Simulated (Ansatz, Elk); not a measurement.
# Bonding as seen by X-rays: AlVPt5, part 2 of 2

Structure refinements treat a crystal as free atoms side by side. For a made-up structure of AlVPt5 (cell and positions from a PBE relaxation) the runs below show what the calculated density changes in F(hkl).

Elk 11.2.3 (patched build); all-electron DFT.

So far: Set-up; Ground state and structure factors; The highest occupied states alone.

The structure was built from a prototype and need not be the compound's stable phase.

## 4. Another try

Level of this step: DFT, PBE, all-electron APW+lo, Dirac cores, scalar-relativistic bands, static density, no spin (Elk).

In this try the input is made faulty on purpose, to show what that does.

The input is changed as shown.

File elk.in:

```
tasks
  0
  195

xctype
  20

spinpol
  .false.

rgkmax
  7.0

gmaxvr
  14.0

lmaxo
  7

lmaxapw
  8

swidth
  0.002

tshift
  .false.

ramdisk
  .false.

hmaxvr
  5.5

maxscl
  40

epspot
  1e-06

sppath
  './'

scale
  0.52917721

avec
  7.42987840162 0.00000000000 0.00000000000
  0.00000000000 7.42987840162 0.00000000000
  0.00000000000 0.00000000000 13.63751249164

atoms
  3
  'Pt.in'
  5
  0.0000000000 0.0000000000 -0.0000000000   0.000000 0.000000 0.000000
  0.5000000000 0.0000000000 0.7223146337   0.000000 0.000000 0.000000
  0.5000000000 0.0000000000 0.2776853663   0.000000 0.000000 0.000000
  -0.0000000000 0.5000000000 0.7223146337   0.000000 0.000000 0.000000
  -0.0000000000 0.5000000000 0.2776853663   0.000000 0.000000 0.000000
  'V.in'
  1
  0.0000000000 0.0000000000 0.5000000000   0.000000 0.000000 0.000000
  'Al.in'
  1
  0.5000000000 0.5000000000 -0.0000000000   0.000000 0.000000 0.000000

ngridk
  6 6 3
```

Command:

```bash
$ OMP_NUM_THREADS=4 elk
```

Numbers of over 12 decimals in the logs are rounded to 6 here.

What it wrote:

```text
┌─────────────────────────┐
│ Elk code version 11.2.3 │
└─────────────────────────┘

All units are atomic (Hartree, Bohr, etc.)

┌─────────────────────────────────────────────────┐
│ Ground-state run starting from atomic densities │
└─────────────────────────────────────────────────┘

Lattice vectors :
   3.931722323       0.000000000       0.000000000
   0.000000000       3.931722323       0.000000000
   0.000000000       0.000000000       7.216660812

Reciprocal lattice vectors :
   1.598074531       0.000000000       0.000000000
[...]
Warning : levels lie under every linearisation energy and are empty :   -4.976125853      -4.564600000

Warning : the lowest level lies among the core levels :   -4.976125853       8.723689063

Warning : core states of species 1 leak from the muffin-tin :    1.813645121

Warning : core states of species 2 leak from the muffin-tin :   0.4720211629E-03

Warning : core states of species 3 leak from the muffin-tin :   0.4683858414E-02

Warning : the occupied levels lie far from the species files' linearisation energy :    10.97914123

Warning : more electrons lie deep than the shells out of the core hold :   77.9074       70.0000

Wrote STATE.OUT
[key lines of the parts left out:]
total energy                :     -94084.994134611
```

Run time: 87 s. Hardware: 4 threads of AMD EPYC 9B45 (Zen 5), shared host; peak memory 0.36 GiB.

The run stopped without converging, so none of its numbers is a property of the system.

The fault put into the input: lattice vectors in angstrom read as bohr.

## 5. Another functional

The difference from free atoms is small, so it is set against the change that PBEsol makes.

Edit elk.in of step 4 so:

```diff
@@ -5,3 +5,3 @@
 xctype
-  20
+  22
 
@@ -35,3 +35,3 @@
 maxscl
-  40
+  120
 
@@ -42,5 +42,2 @@
   './'
-
-scale
-  0.52917721
```

Command:

```bash
$ OMP_NUM_THREADS=4 elk
```

What it wrote:

```text
┌─────────────────────────┐
│ Elk code version 11.2.3 │
└─────────────────────────┘

All units are atomic (Hartree, Bohr, etc.)

┌─────────────────────────────────────────────────┐
│ Ground-state run starting from atomic densities │
└─────────────────────────────────────────────────┘

Lattice vectors :
   7.429878402       0.000000000       0.000000000
   0.000000000       7.429878402       0.000000000
   0.000000000       0.000000000       13.63751249

Reciprocal lattice vectors :
  0.8456646216       0.000000000       0.000000000
[...]
species : 2 (V)
   atom 1                    :    21.10767614     ( -0.2157537757E-06)
  species : 3 (Al)
   atom 1                    :    11.11416944     (  0.4677111672E-03)
 total in muffin-tins        :    415.9680846
 total calculated charge     :    425.9944145
 total charge                :    426.0000000
 error                       :   0.5585457038E-02

┌──────────────────────────────┐
│ Self-consistent loop stopped │
└──────────────────────────────┘

Warning : core states of species 1 leak from the muffin-tin :   0.5747214546E-03

Warning : core states of species 3 leak from the muffin-tin :   0.4677111672E-03

Wrote STATE.OUT
[key lines of the parts left out:]
total energy                :     -93398.593939900
```

Run time: 46 s. Hardware: 4 threads; peak memory 0.38 GiB.

Against the first run R = 0.01 %; the largest change is -0.044 at 112.

## 6. Basis size

A smaller basis shows how fast F responds to it; the change is likely larger than the basis error of the first run, but doesn't show convergence.

Edit elk.in of step 5 so:

```diff
@@ -5,3 +5,3 @@
 xctype
-  22
+  20
 
@@ -11,3 +11,3 @@
 rgkmax
-  7.0
+  5.5
```

Command:

```bash
$ OMP_NUM_THREADS=4 elk
```

What it wrote:

```text
┌─────────────────────────┐
│ Elk code version 11.2.3 │
└─────────────────────────┘

All units are atomic (Hartree, Bohr, etc.)

┌─────────────────────────────────────────────────┐
│ Ground-state run starting from atomic densities │
└─────────────────────────────────────────────────┘

Lattice vectors :
   7.429878402       0.000000000       0.000000000
   0.000000000       7.429878402       0.000000000
   0.000000000       0.000000000       13.63751249

Reciprocal lattice vectors :
  0.8456646216       0.000000000       0.000000000
[...]
species : 2 (V)
   atom 1                    :    21.02391940     ( -0.2157711254E-06)
  species : 3 (Al)
   atom 1                    :    11.10376628     (  0.4568645712E-03)
 total in muffin-tins        :    415.4994185
 total calculated charge     :    425.9975694
 total charge                :    426.0000000
 error                       :   0.2430563239E-02

┌──────────────────────────────┐
│ Self-consistent loop stopped │
└──────────────────────────────┘

Warning : core states of species 1 leak from the muffin-tin :   0.5713944615E-03

Warning : core states of species 3 leak from the muffin-tin :   0.4568645712E-03

Wrote STATE.OUT
[key lines of the parts left out:]
total energy                :     -93425.388168622
```

Wall time 44 s (4 threads); peak memory 0.38 GiB; 2.4 min of CPU time.

Against the first run R = 0.03 %; the largest change is +0.294 at 220.

## 7. Settings against the effect

```csv
run,R against the first run (%),"R against neutral atoms, low angle (%)",wall time
"PBE, rgkmax 7",0.00,0.35,48 s
PBEsol,0.01,0.36,46 s
rgkmax 5.5,0.03,0.37,44 s
```

## 8. Summary of results

```json
{"R against neutral atoms, sin θ/λ < 0.3 Å⁻¹": "0.35 %", "R against neutral atoms, 0.3 to 0.74 Å⁻¹": "0.15 %"}
```

Independent neutral atoms miss the calculated amplitudes by R = 0.35 % below 0.3 Å⁻¹ and 0.15 % from there to 0.74 Å⁻¹; by shells, 0.26 % below 0.15 Å⁻¹ (4 forms), 0.36 % 0.15 to 0.3 (13 forms), 0.15 % 0.3 to 0.45 (25 forms), 0.15 % above 0.45 (107 forms). Bonding, aspherical density and the tables' own atoms all enter these figures, and the runs don't part them. The largest change of an amplitude is -1.38 electrons, at 112. The window's part falls from 58.0 electrons at the origin to at most 1.04 between 0.45 and 0.74 Å⁻¹, where compact states inside the window still scatter. Below 0.3 Å⁻¹ the changes that finished (PBEsol and rgkmax 5.5) move F by R = 0.04 % at most, against the 0.35 % that separates it from free atoms. The k-mesh has no finished test. These runs have no spin, though d or f shells may be open. Spin-orbit coupling is left out, which can matter for elements this heavy. Part of the difference isn't bonding: the tables are fits to free atoms and ions calculated by other methods than this functional. Thermal motion, anomalous dispersion and extinction are left out.

[Logs are printed without paths, hosts, clocks, repeated set-up lines and the standing remarks that a program may print on its own settings, such as how far it seeks lower states.]

[Hosts, paths, dates, database ids (printed as entryN), source tags and the programs' standing remarks are cut or masked in the printed files.]
